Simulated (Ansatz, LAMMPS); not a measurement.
# Forces and charges in liquid (Cs,Rb)Br at 1210 K (90 atoms), part 2 of 2

What does DFT give for liquid (Cs,Rb)Br at 1210 K (90 atoms) as built?

Ansatz 0.2.0; Kohn-Sham DFT, PBE, PAW (set soft_2), plane waves.

The cell: 19 Cs, 26 Rb and 45 Br. The starting topology of bonds comes from the classical model. The ion parameters were fitted for water, not for melts. Only the Γ point is sampled, in a cell whose shortest periodic width is 17 Å. Spin–orbit coupling is left out.

So far. Step 3 (Plane-wave single point): Mean Löwdin charges: Br -0.71, Cs +0.80, Rb +0.77 e (they miss 0.46 % of the electrons, so they add up to more than the cell's charge). The largest share in the top eV of filled states is Br p (97 % of the projected weight), and in the lowest eV of empty states Rb s (65 % of the projected weight).

### 4. Structure statistics

Bonds and neighbours are counted at the geometry of the runs.

Density 2.83 g/cm³, 54.41 Å³ an atom.

Pair distribution functions g(r), in bins of 0.2 Å:

```
r (Å)  total  Br-Br  Br-Rb  Br-Cs  Rb-Rb  Rb-Cs  Cs-Cs
 2.80   0.06   0.00   0.20   0.00   0.00   0.00   0.00
 3.00   1.09   0.00   1.63   2.93   0.00   0.00   0.00
 3.20   1.59   0.00   3.07   3.33   0.00   0.00   0.00
 3.40   1.75   0.00   3.58   3.36   0.00   0.00   0.00
 3.60   1.67   0.00   3.58   3.00   0.00   0.00   0.00
 3.80   0.99   0.26   1.59   2.05   0.00   0.26   0.00
 4.00   0.86   0.72   0.93   0.71   0.72   1.21   1.31
 4.20   1.02   1.10   0.85   0.66   0.98   1.38   2.46
 4.40   1.10   1.68   0.78   0.83   1.48   1.25   0.00
 4.60   0.97   1.44   0.56   0.22   2.17   1.69   0.49
 4.80   0.98   1.57   0.29   0.30   2.02   1.37   2.35
 5.00   0.90   1.63   0.39   0.63   1.39   0.62   1.29
 5.20   1.04   1.56   0.37   1.09   0.41   1.75   1.60
 5.40   1.08   1.32   0.80   0.55   1.60   1.62   1.48
 5.60   1.07   1.60   0.53   0.51   1.67   1.24   2.74
 5.80   0.88   1.04   0.69   0.55   0.52   1.52   1.61
 6.00   0.77   0.75   0.83   0.63   0.48   1.20   0.59
 6.20   1.00   1.15   0.87   0.90   1.36   1.22   0.29
 6.40   0.95   0.80   1.05   0.50   1.40   1.36   1.31
 6.60   0.96   1.23   0.88   0.94   0.94   0.82   0.49
 6.80   1.28   1.41   1.26   1.37   1.12   1.28   0.46
 7.00   0.89   0.63   1.05   1.26   0.71   0.56   0.66
 7.20   1.08   0.63   1.31   1.49   0.89   0.84   1.26
 7.40   0.94   0.56   1.25   1.30   0.42   0.65   0.98
 7.60   1.10   1.07   1.33   1.11   1.40   0.67   0.56
 7.80   1.12   0.83   1.37   1.24   1.04   1.17   0.70
```

Bonds by pair of elements; cutoffs follow the first minimum of g(r), held within bounds set by covalent radii, and pairs that aren't listed don't count as bonded:

| pair A-B | cutoff (Å) | bonds | mean length (Å) | spread (Å) | shortest (Å) | B about A | A about B |
| --- | --- | --- | --- | --- | --- | --- | --- |
| Br-Rb | 3.98 | 99 | 3.46 | 0.259 | 2.89 | 2.2 | 3.81 |
| Br-Cs | 4.26 | 84 | 3.50 | 0.326 | 3.00 | 1.87 | 4.42 |

The cutoffs for Br-Rb and Br-Cs fall short of the minimum of g(r), so counts run low and odd coordinations can be artefacts.

How many atoms have how many bonded neighbours:

```csv
element,mean,2,3,4,5,6
Br,4.07,2,5,28,8,2
Cs,4.42,0,0,13,4,2
Rb,3.81,2,8,9,7,0
```

Bond angles, per cent of each kind in bins of 5°:

| angle (°) | Cs-Br-Rb | Br-Rb-Br | Br-Cs-Br | Rb-Br-Rb | Cs-Br-Cs |
| --- | --- | --- | --- | --- | --- |
| 60–65 | 1.2 | 0.0 | 3.4 | 0.0 | 3.8 |
| 65–70 | 3.7 | 3.3 | 3.4 | 3.8 | 3.8 |
| 70–75 | 8.6 | 5.3 | 4.0 | 5.0 | 5.7 |
| 75–80 | 8.6 | 8.7 | 8.8 | 12.5 | 5.7 |
| 80–85 | 8.0 | 7.3 | 8.8 | 10.0 | 3.8 |
| 85–90 | 6.8 | 8.0 | 9.5 | 5.0 | 7.5 |
| 90–95 | 8.0 | 8.0 | 4.7 | 6.2 | 5.7 |
| 95–100 | 4.9 | 8.0 | 8.1 | 7.5 | 9.4 |
| 100–105 | 4.9 | 7.3 | 4.0 | 2.5 | 11.3 |
| 105–110 | 4.3 | 4.7 | 5.4 | 5.0 | 11.3 |
| 110–115 | 5.6 | 3.3 | 3.4 | 2.5 | 3.8 |
| 115–120 | 4.9 | 4.7 | 5.4 | 7.5 | 3.8 |
| 120–125 | 6.2 | 4.0 | 2.0 | 7.5 | 5.7 |
| 125–130 | 1.2 | 4.7 | 4.7 | 3.8 | 3.8 |
| 130–135 | 4.3 | 4.0 | 4.7 | 5.0 | 3.8 |
| 135–140 | 3.1 | 2.0 | 4.0 | 2.5 | 0.0 |
| 140–145 | 3.1 | 4.0 | 4.7 | 3.8 | 0.0 |
| 145–150 | 3.1 | 2.0 | 4.7 | 2.5 | 0.0 |
| 150–155 | 2.5 | 5.3 | 3.4 | 1.2 | 1.9 |
| 155–160 | 0.6 | 2.0 | 0.7 | 1.2 | 1.9 |
| 160–165 | 3.1 | 2.0 | 1.4 | 2.5 | 5.7 |
| 165–170 | 2.5 | 1.3 | 0.7 | 2.5 | 0.0 |
| 170–175 | 0.6 | 0.0 | 0.0 | 0.0 | 1.9 |

Bond angles (no mean is given where the spread exceeds 20°):

```
   angle  count  mean (°)  spread (°)
Cs-Br-Rb    162         -           -
Br-Rb-Br    150         -           -
Br-Cs-Br    148         -           -
Rb-Br-Rb     80         -           -
Cs-Br-Cs     53         -           -
```

Bond length by coordination (bonds to H left out):

```csv
element,coordination,atoms,mean bond length (Å)
Br,2,2,3.33
Br,3,5,3.36
Br,4,28,3.47
Br,5,8,3.55
Br,6,2,3.55
Cs,4,13,3.45
Cs,5,4,3.54
Cs,6,2,3.68
Rb,2,2,3.25
Rb,3,8,3.49
Rb,4,9,3.43
Rb,5,7,3.50
```

A closer look about Br54, which bears the longest force: 13 atoms, nearest first, numbered in the order of the input, with positions taken from that point.

```
atom      x      y      z  distance (Å)  bonds  Löwdin charge (e)     Fx     Fy  Fz (eV/Å)
Br54   0.00   0.00   0.00          0.00      3              -0.71   0.80  -0.58      -1.10
 Cs2   0.82   1.33   2.64          3.07      4               0.80   0.07   0.34       0.57
 Cs6  -3.06   0.07   0.39          3.09      5               0.78  -0.97   0.06       0.36
Rb22  -0.96  -3.34   0.08          3.48      5               0.75  -0.75   0.49      -0.11
Rb36   2.28   1.29  -3.06          4.03      3               0.78   0.01   0.13       0.12
Br65  -2.89   0.91  -2.82          4.14      4              -0.70   0.20  -0.08      -0.50
Br85  -2.05   3.33   1.69          4.26      6              -0.69   0.18  -0.06      -0.04
Rb21  -1.66   3.67  -1.60          4.33      5               0.74  -0.22  -0.03       0.52
Br67  -0.86  -1.54   4.23          4.58      4              -0.70  -0.10  -0.37      -0.08
Br87   1.58  -4.92  -0.19          5.17      5              -0.69   0.16  -0.73      -0.21
Cs19   4.15  -3.12  -0.73          5.24      6               0.79   0.80  -0.03       0.81
Br53   3.76  -1.61  -3.41          5.33      4              -0.70   0.57   0.87      -0.27
Br82  -1.30  -3.94  -3.45          5.39      5              -0.70  -0.01  -0.51       0.31
```

The column of bonds counts only the pairs Br-Rb within 3.98 Å, Br-Cs within 4.26 Å; other neighbours, such as metal atoms beside each other in a compound, aren't counted, and periodic images can show an atom twice.

### 5. What came out

```json
{
  "free energy per atom": "-3534.1902 eV/atom",
  "pressure": "0.9393 GPa",
  "r.m.s. force component": "0.3992 eV/Å",
  "gap (highest filled to lowest empty level)": "2.58 eV",
  "wall time of the 1 DFT run": "29 s"
}
```

What this shows: Between filled and empty levels lie 2.58 eV (at Γ alone); a semilocal functional tends to put such gaps too low. In a disordered cell it changes from sample to sample and from frame to frame.

**Limits.** The force components of 0.40 eV/Å r.m.s. come partly from thermal motion and partly from the difference between the classical potential and DFT. The pressure of a single frame lacks the kinetic term.

[Logs are printed without paths, hosts, clocks, repeated set-up lines and the standing remarks that a program may print on its own settings, such as how far it seeks lower states.]

[Hosts, paths, dates, database ids (printed as entryN), source tags and the programs' standing remarks are cut or masked in the printed files.]
